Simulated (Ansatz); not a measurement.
**SrLa2S4 (I-42d):H_i (bond centre, by S), thermodynamic levels from a 56-atom cell**

Charge states of H_i (bond centre, by S) in SrLa2S4 (I-42d), set against the band edges. Model: a cell of 56 host atoms with 1 H put in.

Main program and level: Ansatz 0.2.0; place-levels on PBEsol runs: charge-transition levels and formation energies with image-charge correction and potential alignment at the atomic sites.

### Step 1. The structure

The cell holds 57 atoms: 8 Sr, 16 La, 32 S and 1 H. Its edges and angles: a = 12.257 Å, b = 12.257 Å, c = 12.277 Å, α = 59.9°, β = 59.9°, γ = 60.1°. It derives from SrLa2S4 (space group I-42d). Nearest the centre at fractional (0.367, 0.677, 0.533): H57 at 0.00 Å, S26 at 1.37 Å, La17 at 1.52 Å, S49 at 2.82 Å, S54 at 3.12 Å, La23 at 3.20 Å, Sr6 at 3.21 Å, La15 at 3.30 Å.

The host's dielectric constants go in as inputs: (7.66, 7.66, 7.57) for the electrons alone, (19.25, 19.25, 18.08) with the ions, from a response run on this crystal (DFPT, PBEsol) at that run's own cell.

The cell's shortest repeat is 12.3 Å.

### Step 2. What was run first

A transition level is the Fermi level at which two charge states cost the same, so each charge needs its own total energy, at its own relaxed structure.

Each atom starts 0.05 Å or so off its site in a random direction. Forces are taken at one point at (¼, ¼, ¼). The cell holds 1 electron more than the neutral one, with a uniform background that keeps it neutral on the whole.

The sampling was tested on the host first: at the k-points planned (1x1x1 shifted 0.25 0.25 0.25) its energy lies 0.004 eV an atom from the dense-mesh value, under the bound of 0.02 eV set for this test; that bounds the host's error, not the defect's.

One state's input; the others differ in charge, spin, start and seed, and in occupations where the table says so.

qm1.relax/input.yaml reads:

```yaml
crystal:
  lattice:
    - [0.0, 8.68134841, 8.65211025]
    - [8.68134841, 0.0, 8.65211025]
    - [8.68134841, 8.68134841, 0.0]
  atoms:
    - { symbol: Sr, position: [0.0, 0.0, 0.5] }
    - { symbol: Sr, position: [0.25, 0.25, 0.75] }
[... 1 atom line left out ...]
    - { symbol: Sr, position: [0.75, 0.75, 0.25] }
    - { symbol: Sr, position: [0.125, 0.625, 0.375] }
    - { symbol: Sr, position: [0.375, 0.875, 0.625] }
[... 3 atom lines left out ...]
    - { symbol: La, position: [0.37718951, 0.99781049, 0.25218951] }
[... 4 atom lines left out ...]
    - { symbol: La, position: [0.50218951, 0.62281049, 0.24781049] }
[... 1 atom line left out ...]
    - { symbol: La, position: [0.24781049, 0.62718951, 0.62281049] }
[... 5 atom lines left out ...]
    - { symbol: La, position: [0.62281049, 0.50218951, 0.62718951] }
[... 2 atom lines left out ...]
    - { symbol: S, position: [0.47321113, 0.72228537, 0.44989614] }
[... 2 atom lines left out ...]
    - { symbol: S, position: [0.09821113, 0.84728537, 0.72960736] }
[... 4 atom lines left out ...]
    - { symbol: S, position: [0.35460736, 0.44989614, 0.47321113] }
[... 2 atom lines left out ...]
    - { symbol: S, position: [0.07489614, 0.47960736, 0.84821113] }
[... 1 atom line left out ...]
    - { symbol: S, position: [0.57489614, 0.97960736, 0.34821113] }
[... 3 atom lines left out ...]
    - { symbol: S, position: [0.72228537, 0.47321113, 0.35460736] }
    - { symbol: S, position: [0.97228537, 0.72321113, 0.60460736] }
    - { symbol: S, position: [0.19989614, 0.10460736, 0.47228537] }
    - { symbol: S, position: [0.44989614, 0.35460736, 0.72228537] }
[... 2 atom lines left out ...]
    - { symbol: S, position: [0.22960736, 0.82489614, 0.34728537] }
[... 4 atom lines left out ...]
    - { symbol: S, position: [0.34728537, 0.59821113, 0.82489614] }
[... 2 atom lines left out ...]
    - { symbol: H, position: [0.366863, 0.676946, 0.532986] }
  host:
    repeats: [1, 1, 1]
    atoms:
      - { symbol: Sr, position: [0.0, 0.0, 0.5] }
      - { symbol: Sr, position: [0.25, 0.25, 0.75] }
      # ... 54 more atoms of the perfect host
total_charge: -1
basis:
  ecutwfc: 420
  xc_grid: 2
hamiltonian:
  xc: pbesol
kpoints:
  mp_grid: { grid: [1, 1, 1], shift: [0.25, 0.25, 0.25] }
scf:
  occupations: { method: fixed }
  max_iter: 100
output:
  forces: true
  charged_corrections:
    epsilon: [7.66, 7.66, 7.57]
    static_epsilon: [19.25, 19.25, 18.08]
    defect_position: [0.366863, 0.676946, 0.532986]
relax:
  f_tol: 0.02
  max_steps: 80
  random_displacement: { amplitude: 0.05, seed: 379 }
checkpoint:
  write: "../qm1.relax.run"
  compress: false
  write_wavefunctions: true
  write_every: 100000
```

On the command line:

```bash
ansatz run input.yaml --threads 4 --pin off --max-ram 7536MiB --backend cpu --events-out ev --progress --plain --runs-dir out
```

The relaxed structure is kept and the sampling changed to a 2×2×2 shifted mesh.

The run of this state that the levels use, under PBEsol:

qm1.point/input.yaml reads:

```yaml
crystal:
  checkpoint: "../qm1.relax.run"
  host: checkpoint
total_charge: -1
basis:
  ecutwfc: 420
  xc_grid: 2
hamiltonian:
  xc: pbesol
kpoints:
  mp_grid: { grid: [2, 2, 2], shift: [0.5, 0.5, 0.5] }
scf:
  occupations: { method: fermi_dirac, width: 0.01 }
  max_iter: 100
output:
  forces: true
  eigenvalues: true
  charged_corrections:
    epsilon: [7.66, 7.66, 7.57]
    static_epsilon: [19.25, 19.25, 18.08]
    defect_position: [0.366863, 0.676946, 0.532986]
  eigenstates: { localisation: true }
  populations: true
  band_densities: [{ bands: [v1, v1] }, { bands: [c1, c1] }]
  write_density: true
  write_potential: true
  volumetric_format: npy
  elf: true
checkpoint:
  read: "../qm1.relax.run"
  write: "../qm1.point.run"
  compress: false
  write_wavefunctions: false
  write_every: 100000
```

On the command line:

```bash
ansatz run input.yaml --threads 4 --pin off --max-ram 7536MiB --backend cpu --events-out ev --progress --plain --runs-dir out
```

Relaxations under PBEsol at one point at (¼, ¼, ¼); times on 4 threads of Arm Neoverse V1, shared host:

```
charge  moment (μB)  occupations    outcome  steps  largest displacement against the far atoms (Å)     time
    −1            0        fixed  converged     15                                            2.03  4.6 min
     0            1        fixed  converged     16                                            1.58   12 min
    +1            0        fixed  converged     12                                            1.29  3.7 min
```

Single points under PBEsol at a 2×2×2 shifted mesh; times on 4 threads of Arm Neoverse V1, shared host:

| charge | moment (μB) | occupations | outcome | time |
| --- | --- | --- | --- | --- |
| −1 | 0 | fermi-dirac | converged | 3 min |
| 0 | 1 | fermi-dirac | converged | 7.6 min |
| +1 | 0 | fermi-dirac | converged | 2.9 min |

Distances (Å) from H57 to the nearest atoms after relaxation with PBEsol:

| charge | moment (μB) | 1. | 2. | 3. | 4. | 5. | 6. |
| --- | --- | --- | --- | --- | --- | --- | --- |
| −1 | 0 | La 2.40 | La 2.40 | Sr 2.55 | Sr 2.57 | S 2.58 | S 2.58 |
| 0 | 1 | S 1.87 | Sr 2.47 | La 2.49 | La 2.50 | S 2.53 | S 2.88 |
| +1 | 0 | S 1.40 | S 2.56 | La 2.58 | La 2.65 | La 2.80 | S 2.94 |

### Step 3. place-levels, PBEsol

A charged cell interacts with its images and the background, and its potential has another zero than the host's. place-levels removes the first by a point-charge model, screened by the static dielectric constant since the ions have relaxed around the charge, and the second by comparing potentials at atoms far from the defect.

The host is a run of the defect-free crystal in the same cutoffs, grids and k-points, so that basis and sampling errors cancel in part in the differences. Its band edges come from a run of the primitive cell that searches the zone for them. Chemical potentials are energies per atom of H (H2 molecule), run with the same functional and cutoff.

levels.point.yaml reads:

```yaml
host:
  run: host.point.run
  levels_from: { run: edges.point.run }
states: [qm1.point.run, q0_M1.point.run, qp1.point.run]
geometry_from:
  qm1.point.run: qm1.relax.run
  q0_M1.point.run: q0_M1.relax.run
  qp1.point.run: qp1.relax.run
  host.point.run: host.relax.run
chemical_potentials:
  H:
    energy: -15.609288
    dataset: "<sha256 of the dataset>"
epsilon: [7.66, 7.66, 7.57]
static_epsilon: [19.25, 19.25, 18.08]
vertical:
  - { from: qm1.point.run, to: qm1.point_neutral.run }
  - { from: qp1.point.run, to: qp1.point_neutral.run }
```

On the command line:

```bash
ansatz place-levels levels.point.yaml -- --threads 4 --pin off --max-ram 7536MiB
```

Planned after this: the same at the relaxations' own k-points.

Before running: what should come out for the gap of the host and level (plus 1/minus 1)?

Of the charges placed (−1, 0 and +1), the lowest changes at 1.38 eV (+1/−1) above the valence top, in a gap of 2.06 eV. (+1/−1) passes over charge 0, which lies 0.45 eV above the two there; a lower structure or spin state of it, if missed, would change that. Charges above +1 and below −1 were not placed, so these runs say nothing of levels that involve them.

```
gap of the host                                                             : 2.06 eV (PBEsol)
level (plus 1/0)                                                            : 1.83 eV above the valence top, not a change between lowest states
level (0/minus 1)                                                           : 0.93 eV above the valence top, not a change between lowest states
level (plus 1/minus 1)                                                      : 1.38 eV above the valence top
lowest of the charges placed, just above the valence top (0.02 eV)          : +1
lowest of the charges placed, just below the conduction bottom (0.02 eV)    : −1
lowest formation energy at mid-gap of the charges run, elemental references : 0.90 eV
```

States placed: +1 at 0 μB; 0 at 1 μB; −1 at 0 μB. Other spin states or structures, where not listed, weren't placed. At charge −1, 0 and +1 the atom put in ends up to 2.0 Å from its starting place, so the name tells the start alone and the levels can join different sites. H is taken at its element; compounds, which aren't counted here, bound the chemical potentials and would shift these formation energies. Going from one point at (¼, ¼, ¼) to a 2×2×2 shifted mesh moves the levels that carry no band-filling term by up to 0.01 eV and formation energies against the elements by up to 0.02 eV. Keep in mind: PBEsol makes the gap too small and tends to spread out bound carriers; spin–orbit coupling, which can matter with heavy atoms, is left out.

[Logs are printed without paths, hosts, clocks, repeated set-up lines and the standing remarks that a program may print on its own settings, such as how far it seeks lower states.]

[Hosts, paths, dates, database ids (printed as entryN), source tags and the programs' standing remarks are cut or masked in the printed files.]

[Where a table of states has a column of steps, it counts the stored structures, which are thinned; the runs took as many ionic steps or more.]

[A defect's name tells the site on which it was built; relaxed atoms can leave that site.]

[For some hosts the program warned that the k-mesh of the response run may be too coarse for force constants and the static dielectric constant; such warnings are not shown here.]
